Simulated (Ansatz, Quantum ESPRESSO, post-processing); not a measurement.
# Ballistic transmission: vacuum gap of 7.0 Å between two Li(110) faces, part 3 of 3

How well does the junction conduct in the ballistic limit? It is: vacuum gap of 7.0 Å between two Li(110) faces.

Quantum ESPRESSO 7.5; plane-wave DFT, PBE, GBRV ultrasoft pseudopotentials; cross-check by Ansatz 0.2.0 with PAW datasets.

So far. Step 2 (Self-consistent run): The run needed 29 iterations to bring the estimated error under 1e-07 Ry; the largest force on any atom, held or free, is 0.10 eV/Å. Step 3 (The open system): At no point does T exceed the number of channels.

## Step 4: The open system, with ewind = 2.0 and epsproj = 0.001

Level of this step: transmission by pwcond, lead and junction from one cell; plane-wave DFT, PBE, GBRV ultrasoft pseudopotentials (Quantum ESPRESSO).

How much does a setting matter? One run is repeated with a change.

Input file cond.w.in:

```
&inputcond
  outdir = './out'
  prefixt = 'scf'
  tran_file = 'cond.w.dat'
  bdl = 1.4142135610
  bds = 9.8130583140
  ikind = 1
  ewind = 2.0
  epsproj = 0.001
  nz1 = 7
  energy0 = 0.4
  denergy = -0.4
/
43
  0.00000000 0.00000000 0.00694444
  0.00000000 0.08333333 0.01388889
  0.00000000 0.16666667 0.01388889
  0.00000000 0.25000000 0.01388889
  0.00000000 0.33333333 0.01388889
  0.00000000 0.41666667 0.01388889
  0.00000000 0.50000000 0.00694444
  0.08333333 0.00000000 0.02777778
  0.08333333 0.16666667 0.02777778
  0.08333333 0.25000000 0.02777778
  0.08333333 0.33333333 0.02777778
  0.08333333 0.41666667 0.02777778
  0.08333333 0.50000000 0.02777778
  0.16666667 0.00000000 0.02777778
  0.16666667 0.08333333 0.01388889
  0.16666667 0.25000000 0.02777778
  0.16666667 0.33333333 0.02777778
  0.16666667 0.41666667 0.02777778
  0.16666667 0.50000000 0.02777778
  0.16666667 0.58333333 0.01388889
  0.25000000 0.00000000 0.02777778
  0.25000000 0.08333333 0.02777778
  0.25000000 0.33333333 0.02777778
  0.25000000 0.41666667 0.02777778
  0.25000000 0.50000000 0.02777778
  0.25000000 0.58333333 0.02777778
  0.33333333 0.00000000 0.02777778
  0.33333333 0.08333333 0.02777778
  0.33333333 0.16666667 0.01388889
  0.33333333 0.41666667 0.02777778
  0.33333333 0.50000000 0.02777778
  0.33333333 0.58333333 0.02777778
  0.33333333 0.66666667 0.01388889
  0.41666667 0.00000000 0.02777778
  0.41666667 0.08333333 0.02777778
  0.41666667 0.16666667 0.02777778
  0.41666667 0.50000000 0.02777778
  0.41666667 0.58333333 0.02777778
  0.41666667 0.66666667 0.02777778
  0.50000000 0.00000000 0.01388889
  0.50000000 0.08333333 0.02777778
  0.50000000 0.16666667 0.02777778
  0.50000000 0.25000000 0.01388889
3
```

Launch:

```sh
$ OMP_NUM_THREADS=1 mpirun -n 2 pwcond.x -in cond.w.in > cond.w.out
```

Numbers of over 12 decimals in the logs are rounded to 6 here.

What it wrote:

```text
[banner, memory and clock lines left out]
Program PWCOND v.7.5 starts
[citation notice left out]

[...]
./out/scf.save/

     IMPORTANT: XC functional enforced from input :
     Exchange-correlation= PBE
                           (   1   4   3   4   0   0   0)
     Any further DFT definition will be discarded
     Please, verify this is what you really want

     Reading collected, re-writing distributed wavefunctions

===== INPUT FILE containing all the regions =====

     GEOMETRY:

     lattice parameter (alat)  =       6.5007  a.u.
     the volume                =    1906.1686 (a.u.)^3
     the cross section         =      29.8813 (a.u.)^2
     l of the unit cell        =       9.8131 (alat)
     number of atoms/cell      =           12
     number of atomic types    =            1

     crystal axes: (cart. coord. in units of alat)
               a(1) = (  1.0000  0.0000  0.0000 )
               a(2) = (  0.5000  0.7071  0.0000 )
               a(3) = (  0.0000  0.0000  9.8131 )

   Cartesian axes

     site n.     atom                  positions (alat units)
          1        Li     tau(  1)=(  0.0000  0.0000  9.8131  )
          2        Li     tau(  2)=(  0.5000  0.0000  0.7071  )
          3        Li     tau(  3)=(  0.0000  0.0000  1.4142  )
          4        Li     tau(  4)=(  0.5000  0.0000  2.1213  )
          5        Li     tau(  5)=(  0.0000  0.0000  2.8284  )
          6        Li     tau(  6)=(  0.5000  0.0000  3.5355  )
          7        Li     tau(  7)=(  0.0000  0.0000  5.5704  )
          8        Li     tau(  8)=(  0.5000  0.0000  6.2775  )
          9        Li     tau(  9)=(  0.0000  0.0000  6.9846  )
         10        Li     tau( 10)=(  0.5000  0.0000  7.6917  )
         11        Li     tau( 11)=(  0.0000  0.0000  8.3988  )
         12        Li     tau( 12)=(  0.5000  0.0000  9.1060  )

     nr1s                      =           27
     nr2s                      =           24
     nr3s                      =          270
     nr1sx                     =           27
     nr2sx                     =           24
     nr3sx                     =          270
     nr1                       =           30
     nr2                       =           25
     nr3                       =          288
     nr1x                      =           30
     nr2x                      =           25
     nr3x                      =          288

 _______________________________
  Radii of nonlocal spheres:

     type       ibeta     ang. mom.          radius (alat units)
       Li         1         0                    0.3102
       Li         2         0                    0.3102
       Li         3         0                    0.3102
       Li         4         1                    0.3102
       Li         5         1                    0.3102
----- General information -----

--- T calc. with identical leads (ikind=1) ---

     nrx                       =           27
     nry                       =           24
     nz1                       =            7

     energy0               =         4.0E-01
     denergy               =        -4.0E-01
     nenergy               =          3
     ecut2d                =         4.0E+01
     ewind                 =         2.0E+00
     epsproj               =         1.0E-03

     number of k_|| points=   43
                       cryst. coord.
        k(    1) = (   0.0000000   0.0000000), wk =   0.0069444
        k(    2) = (   0.0000000   0.0833333), wk =   0.0138889
[...]
k(   43) = (   0.5000000   0.2500000), wk =   0.0138889
----- Information about left/right lead -----

     nocros                   =            9
     noins                    =            9
     norb                     =           27
     norbf                    =           99
     nrz                      =           39

      iorb      type   ibeta   ang. mom.   m       position (alat)
        1        1       1        0        1   taunew(   1)=(  0.0000  0.0000  0.0000)
        2        1       2        0        1   taunew(   2)=(  0.0000  0.0000  0.0000)
[...]
27        1       5        1        3   taunew(  27)=(  0.0000  0.0000  1.4142)
    k slab    z(k)  z(k+1)     crossing(iorb=1,norb)
    1   0.0000 0.0363 0.0363   111111111000000000000000000
    2   0.0363 0.0725 0.0363   111111111000000000000000000
[...]
39   1.3780 1.4142 0.0363   000000000000000000111111111
----- Information about scattering region -----

     noins                    =           81
     norb                     =           99
     norbf                    =           99
     nrz                      =          231

      iorb      type   ibeta   ang. mom.   m       position (alat)
        1        1       1        0        1   taunew(   1)=(  0.0000  0.0000  0.0000)
        2        1       2        0        1   taunew(   2)=(  0.0000  0.0000  0.0000)
[...]
99        1       5        1        3   taunew(  99)=(  0.0000  0.0000  8.3988)
 ngper, shell number =           95          24
 ngper, n2d =           95          19
---  E-Ef =    0.4000000  k =    0.0000000   0.0000000
---  ie =          1  ik =          1
 Nchannels of the left tip =            0
 Right moving states:
   k1(2pi/a)   k2(2pi/a)   E-Ef (eV)
 Left moving states:
   k1(2pi/a)   k2(2pi/a)   E-Ef (eV)

 to transmit
          E-Ef(ev), T =    0.4000000   0.0000000
---  E-Ef =    0.0000000  k =    0.0000000   0.0000000
---  ie =          2  ik =          1
 Nchannels of the left tip =            1
 Right moving states:
   k1(2pi/a)   k2(2pi/a)   E-Ef (eV)
  -0.0845124   0.0000099   0.0000000
 Left moving states:
   k1(2pi/a)   k2(2pi/a)   E-Ef (eV)
   0.0845124   0.0000099   0.0000000

 to transmit
 Band j to band i transmissions and reflections:
    j         i     |T_ij|^2    |R_ij|^2

    1 -->     1     0.73787     0.26213
   Total T_j, R_j =    0.73787  0.26213

E-Ef(ev), T(x2 spins) =    0.0000000   1.4757318
---  E-Ef =   -0.4000000  k =    0.0000000   0.0000000
---  ie =          3  ik =          1
 Nchannels of the left tip =            1
 Right moving states:
   k1(2pi/a)   k2(2pi/a)   E-Ef (eV)
  -0.1586032   0.0000105  -0.4000000
 Left moving states:
   k1(2pi/a)   k2(2pi/a)   E-Ef (eV)
   0.1586033   0.0000105  -0.4000000

 to transmit
 Band j to band i transmissions and reflections:
    j         i     |T_ij|^2    |R_ij|^2

    1 -->     1     0.20058     0.79942
   Total T_j, R_j =    0.20058  0.79942

E-Ef(ev), T(x2 spins) =   -0.4000000   0.4011635
 ngper, shell number =           93          51
 ngper, n2d =           93          19
[... further energies and points left out ...]
---  E-Ef =    0.4000000  k =    0.5000000   0.2500000
---  ie =          1  ik =         43
 Nchannels of the left tip =            1
 Right moving states:
   k1(2pi/a)   k2(2pi/a)   E-Ef (eV)
  -0.4059809   0.0000070   0.4000000
 Left moving states:
   k1(2pi/a)   k2(2pi/a)   E-Ef (eV)
   0.4059809   0.0000070   0.4000000

 to transmit
 Band j to band i transmissions and reflections:
    j         i     |T_ij|^2    |R_ij|^2

    1 -->     1     0.00167     0.99833
   Total T_j, R_j =    0.00167  0.99833

E-Ef(ev), T(x2 spins) =    0.4000000   0.0033363
---  E-Ef =    0.0000000  k =    0.5000000   0.2500000
---  ie =          2  ik =         43
 Nchannels of the left tip =            1
 Right moving states:
   k1(2pi/a)   k2(2pi/a)   E-Ef (eV)
  -0.4859543   0.0000084   0.0000000
 Left moving states:
   k1(2pi/a)   k2(2pi/a)   E-Ef (eV)
   0.4859543   0.0000084   0.0000000

 to transmit
 Band j to band i transmissions and reflections:
    j         i     |T_ij|^2    |R_ij|^2

    1 -->     1     0.00095     0.99905
   Total T_j, R_j =    0.00095  0.99905

E-Ef(ev), T(x2 spins) =    0.0000000   0.0019066
---  E-Ef =   -0.4000000  k =    0.5000000   0.2500000
---  ie =          3  ik =         43
 Nchannels of the left tip =            1
 Right moving states:
   k1(2pi/a)   k2(2pi/a)   E-Ef (eV)
   0.4187288   0.0000099  -0.4000000
 Left moving states:
   k1(2pi/a)   k2(2pi/a)   E-Ef (eV)
  -0.4187289   0.0000099  -0.4000000

 to transmit
 Band j to band i transmissions and reflections:
    j         i     |T_ij|^2    |R_ij|^2

    1 -->     1     0.00048     0.99952
   Total T_j, R_j =    0.00048  0.99952

E-Ef(ev), T(x2 spins) =   -0.4000000   0.0009636
   T_tot     0.40000      0.10909E+00
   T_tot     0.00000      0.80250E-01
   T_tot    -0.40000      0.26559E-01

[...]
```

Run time: 52 s. Hardware: 2 MPI ranks of Arm Neoverse V2, shared host; peak memory 0.12 GiB; 1.7 min of CPU time.

The changed values were drawn from a wide range, not chosen for quality; the comparison shows what they did here together.

Beside the run it was changed from:

```tsv
quantity	this run	unchanged run	difference
transmission at the Fermi level, one spin	0.04013	0.04010	2.1e-5
lead channels at the Fermi level, one spin	0.8681	0.8958	-0.028
wall time (s)	52	98
```

Over all energies T moves by up to 3.7e-5, at 0.4 eV.

The physical values in this table move by up to 3.1 %.

## Step 5: Cross-check with Ansatz

As a check, the same structure is run in Ansatz.

Level of this step: plane-wave DFT, PBE, Ansatz PAW (Ansatz 0.2.0).

Input file input.yaml:

```yaml
crystal:
  lattice:
    - [3.44, 0.0, 0.0]
    - [1.72, 2.4324473273, 0.0]
    - [0.0, 0.0, 33.7569206001]
  atoms:
    - { symbol: Li, position: [0.0, 0.0, 0.0] }
    - { symbol: Li, position: [0.5, 0.0, 0.0720577376] }
    - { symbol: Li, position: [0.0, 0.0, 0.1441154752] }
    - { symbol: Li, position: [0.5, 0.0, 0.2161732128] }
    - { symbol: Li, position: [0.0, 0.0, 0.2882309505] }
    - { symbol: Li, position: [0.5, 0.0, 0.3602886881] }
    - { symbol: Li, position: [0.0, 0.0, 0.5676535743] }
    - { symbol: Li, position: [0.5, 0.0, 0.6397113119] }
    - { symbol: Li, position: [0.0, 0.0, 0.7117690495] }
    - { symbol: Li, position: [0.5, 0.0, 0.7838267872] }
    - { symbol: Li, position: [0.0, 0.0, 0.8558845248] }
    - { symbol: Li, position: [0.5, 0.0, 0.9279422624] }
kpoints:
  mp_grid: { grid: [8, 10, 1] }
hamiltonian:
  xc: pbe
scf:
  occupations: { method: fermi_dirac, width: 0.1 }
  convergence: { dr2_threshold: 1.0e-08 }
output:
  transmission: { leads: [[0, 2]], e_range: [-0.4, 0.4], de: 0.4, kmesh: [12, 12] }
  write_potential: true
  write_density: true
  volumetric_format: npy
```

Launch:

```sh
$ ansatz run input.yaml --threads 2 --pin off --max-ram 4096MiB --backend cpu --events-out ev --progress --plain --runs-dir out
```

What it wrote:

```text
Warning: crystal.symmetry: narrowed to the stabiliser of the k-point mesh — unitary ops 8 → 4; excluded 4 operations that carry a point of the 8×10×1 mesh (shift [0, 0, 0]) off the mesh (the run samples exactly the mesh kpoints.mp_grid names, as under crystal.symmetry.detect: false, and its converged state has the mesh's symmetry, not the crystal's; ε∞, the Born charges and the force constants of a linear response (`dielectric:` by the response, `phonons.method: dfpt`) are averaged over those of the crystal's operations that the state keeps within a tolerance, where `mesh_tensors`, `unaveraged_element` or `gamma_mean_max_change_ev_ang2` stands beside them; [rest of the remark cut]
Engine: ansatz 0.2.0, aarch64-unknown-linux-gnu
Pseudopotentials: kind: paw
Pseudopotential: Li, paw, valence charge 3, recommended cutoff 420 eV (normal), Li.paw.azcp
Functional definition: PBE
  parameter kappa = 0.804
  parameter beta = 0.066725
  exchange = pbe_x(kappa = kappa, mu = beta*pi^2/3)
  correlation = pbe_c(beta = beta)
Crystal: 12 atoms, lattice volume = 282.465 Å³
Basis set: ecut = 420 eV, 5449 PW (Γ)
Bands: 30, of which v1, the nominal top of the filled ones, is band 18 counted from 1 (17 counted from 0)
Symmetry: 4 space group operations
k-points: 42 of 80
Non-local potential: Li, projectors of the file, l = 0: 3, l = 1: 2, l = 2: 1
PAW form: soft (Blöchl's): semilocal exchange-correlation on the pseudo side does not see the compensation charge
PAW one-centre angular grid: Li, 110 points (default); XC on 64 Gauss nodes
Initial density: superposition of atomic densities (neutral atoms: chi_scale 0, normalization atom), corrected by the library's trained network
Initial wavefunctions: pseudopotential atomic-orbital guess
Functional: x = pbe(κ = 0.804, μ = 0.219515), c = pbe(β = 0.066725)
SCF iter   1: F=—  HF=-2455.838858 eV  |F-HF|=—  |Δ(HF+E_count)|=         —  Δρ=4.76e-4  dr2=2.51e-2  ethr=1.77e-3  ⟨swp⟩=8.9  Hψ=7049  notcnv=0  defer=12
preconditioner: auto → LDOS  [metal: Δε(μ)=0.028 eV  Ē_g=3.863 eV  σ=0.100 eV  W_gap=0.07  n_scr=20 (ndim 8)  ℏωp=7.7 eV  f_vac=0.088  D(μ)=5.68/eV (n_scr^D=20)  β→1.0]
SCF iter   2: F=—  HF=-2455.837208 eV  |F-HF|=—  |Δ(HF+E_count)|=   1.65e-3  Δρ=1.45e-4  dr2=2.20e-4  ethr=6.96e-5  ⟨swp⟩=1.4  Hψ=1631  notcnv=0  defer=17
SCF iter   3: F=—  HF=-2455.837258 eV  |F-HF|=—  |Δ(HF+E_count)|=   5.08e-5  Δρ=4.59e-5  dr2=4.42e-5  ethr=6.12e-7  ⟨swp⟩=1.9  Hψ=1339  notcnv=0  defer=17
SCF iter   4: F=—  HF=-2455.837265 eV  |F-HF|=—  |Δ(HF+E_count)|=   6.99e-6  Δρ=1.43e-5  dr2=3.50e-6  ethr=1.23e-7  ⟨swp⟩=1.5  Hψ=1281  notcnv=0  defer=17
SCF iter   5: F=—  HF=-2455.837257 eV  |F-HF|=—  |Δ(HF+E_count)|=   8.36e-6  Δρ=3.43e-6  dr2=1.02e-7  ethr=9.72e-9  ⟨swp⟩=2.0  Hψ=1411  notcnv=0  defer=17
SCF iter   6: F=-2455.837257 eV  HF=-2455.837257 eV  |F-HF|=3.78e-9  |Δ(HF+E_count)|=   5.25e-8  Δρ=7.39e-7  dr2=8.85e-9  ethr=2.78e-11  ⟨swp⟩=9.6  Hψ=4021  notcnv=0
SCF 1 converged in 6 iterations: F = -2455.837257 eV  dr2 = 8.85e-9
  greatest PAW one-centre occupation: 1.000 electrons in one spin orbital (limit 2), on the Li atom at site 6 (counted from 0), in its partial waves of l = 0
transmission: 312 of 3108 steps passed
transmission: 622 of 3108 steps passed
[...]
transmission: 3108 of 3108 steps passed
SCF converged after 6 iterations
Free energy (F): -2455.837257 eV
Harris-Foulkes:  -2455.837257 eV  (|F-HF|=3.78e-9)
Internal energy: -2455.648846 eV  (E = F + TS)
E sigma→0 (E₀):  -2455.743052 eV
Entropy (-TS):   -0.188411 eV (-15.701 meV/atom)
Fermi energy:    0.516683 eV
--- Per-component energies (eV) ---
  E_band       = -1115.968615
  E_kinetic    = 253.615114
  E_local      = -3075.161169  (includes V_loc(G=0)·N_el)
  E_nonlocal   = -398.998604
  E_hartree    = 1205.341008
  E_xc         = -120.060951
  E_vxc        = -154.522940  (∫ρ·V_xc dr)
  E_paw        = -252.098859  (= ΣΔE_a)
  E_vpaw       = -151.581208  (= ΣTr[D̂ρ^β])
  E_aug_tail   = 0.000069  (compensation charges beyond the density's cutoff)
  E_ewald      = -68.285454
  E_smearing   = -0.188411  (= −TS)
  E_closure    = 0.000000  (closes the sum)
  Σ components = -2455.837257   (vs F -2455.837257, Δ=0.00e0)
--- Band table (eV; the first three rows and the last of 42) ---
  k-point 0: bands = [... 14 lower, -2.8152, -2.6134, -2.3575, -2.0299, -1.6619, -1.2084, -0.7645, -0.2079, ... 8 higher]
  k-point 1: bands = [... 14 lower, -2.6244, -2.4216, -2.1640, -1.8348, -1.4638, -1.0073, -0.5572, 0.0053, ... 8 higher]
  k-point 2: bands = [... 14 lower, -2.0515, -1.8457, -1.5834, -1.2492, -0.8698, -0.4053, 0.0622, 0.6400, ... 8 higher]
  k-point 41: bands = [... 14 lower, 0.5263, 0.5263, 0.5853, 0.5853, 0.6593, 0.6593, 0.7262, 0.7262, ... 8 higher]
--- Transmission ---
  basis      : 69 plane waves across, 42 finite elements along
  points     : 74, standing for a mesh of 12 x 12
  energies   : 3 from -0.400000 to 0.400000 eV about the Fermi level, 0.400000 eV apart; the leads are filled to 0.000000 eV, and channels, transmission and decay are at 0.000000 eV
  crystal 0  : Li2, at the sites [0, 2], period 4.8649 Å, over 29.19 Å; its Hamiltonian steps by up to 4.9 meV
    offset         : up to 0.0000 Å between an atom of the period and one for which it stands
    channels       : 8.958333e-1 a spin
    conductance    : none, the energies end too early or step too widely for 300 K: set another output.transmission.e_range or a lower de, or, where they end at an eighth of basis.ecutwfc, a higher one
    slowest decay  : 0.1807 /Å at (0.0833, 0.5000)
  junction   : crystal 0 to crystal 0, -0.52 to 28.37 Å
    transmission   : 2.971314e-2 a spin
    conductance    : none, the energies end too early or step too widely for 300 K: set another output.transmission.e_range or a lower de, or, where they end at an eighth of basis.ecutwfc, a higher one
```

Elapsed: 39 s, on 2 threads; peak memory 0.62 GiB.

This step gave:

- free energy: -2455.8373 eV
- energy at zero smearing: -2455.7431 eV
- smearing term TS: 0.1884 eV
- Fermi energy: 0.5167 eV
- symmetry operations: 4
- transmission at the Fermi level, one spin: 0.02971
- step of the lead's Hamiltonian over a period: 4.9 meV

Per spin; mean over the k mesh across the current. The transmission, zone mean by energy, zero at the Fermi level:

```tsv
energy (eV)	transmission, zone mean
-0.400	0.00958
0.000	0.0297
0.400	0.0476
```

Per spin; mean over the k mesh across the current. The open channels, zone mean by energy, zero at the Fermi level:

```tsv
energy (eV)	open channels, zone mean
-0.400	0.729
0.000	0.896
0.400	0.868
```

Ansatz finds T = 0.0297 against pwcond's 0.0401.

## Step 6: All levels side by side

All levels:

```tsv
step	T at the Fermi level (per spin)	conductance (G0)	r.m.s. T(E) from the first	CPU time of the step (s)	peak memory (GiB)
Ansatz	0.02971	-	0	74.08	0.625
pwcond	0.0401	0.0401	0.007525	195.4	0.12
pwcond, changed setting	0.04013	0.04013	0.007547	103.1	0.12
```

Per spin; mean over the k mesh across the current. Table of transmission, zone mean by energy, zero at the Fermi level:

```tsv
energy (eV)	Ansatz	pwcond	pwcond, changed setting
-0.400	0.00958	0.0133	0.0133
0.000	0.0297	0.0401	0.0401
0.400	0.0476	0.0545	0.0545
```

## Step 7: A check by hand

The Landauer sum over the mesh, Σ w T = 0.0278 × 0.45 + 0.0139 × 0.386 + 0.0069 × 0.733 + … = 0.04010.

G = 0.0401 × 77.48 µS = 3.11 µS a cell. Times the area of 8.368 Å², the resistance-area product is A/G = 26.9 fΩ m², the leads' contact resistance included.

Free electrons at 1 an atom (2 atoms in 40.7 Å³) have k_F = 1.133 1/Å and offer A k_F²/4π = 0.85 channels per spin; the lead has 0.90 on this mesh.

## Step 8: Summary of results

```yaml
conductance_from_t_at_the_fermi_level_a_cell: 0.0401 G₀
conductance_per_area: 37.1 S/μm²
lead_channels_per_spin: 0.90
the_same_conductance_by_ansatz: 0.0297 G₀
```

What this shows: The junction conducts 0.0401 G₀ a cell at the Fermi level (PBE, GBRV ultrasoft). At the Fermi level the junction passes 4.5 % of what the leads offer. At the Fermi level pwcond and Ansatz differ by 35 %; unlike potentials, short leads and band edges at slightly different energies can each add to that; the cause was not traced. Points with over 2.5 times the mean carry 84 % of T, so the mean leans on few points, and the mesh was not tested. Over -0.4 to 0.4 eV, T lies between 0.013 and 0.055 per spin. The geometry is as built, not relaxed, and the leads are short. Semilocal functionals lack the image potential in a vacuum gap.

[Logs are printed without paths, hosts, clocks, repeated set-up lines and the standing remarks that a program may print on its own settings, such as how far it seeks lower states.]

[Hosts, paths, dates, database ids (printed as entryN), source tags and the programs' standing remarks are cut or masked in the printed files.]

[Maps of the electrostatic potential energy from Ansatz leave out the sawtooth potential of an applied field or a dipole correction, so their vacuum need not be flat; planar profiles and work functions include it.]
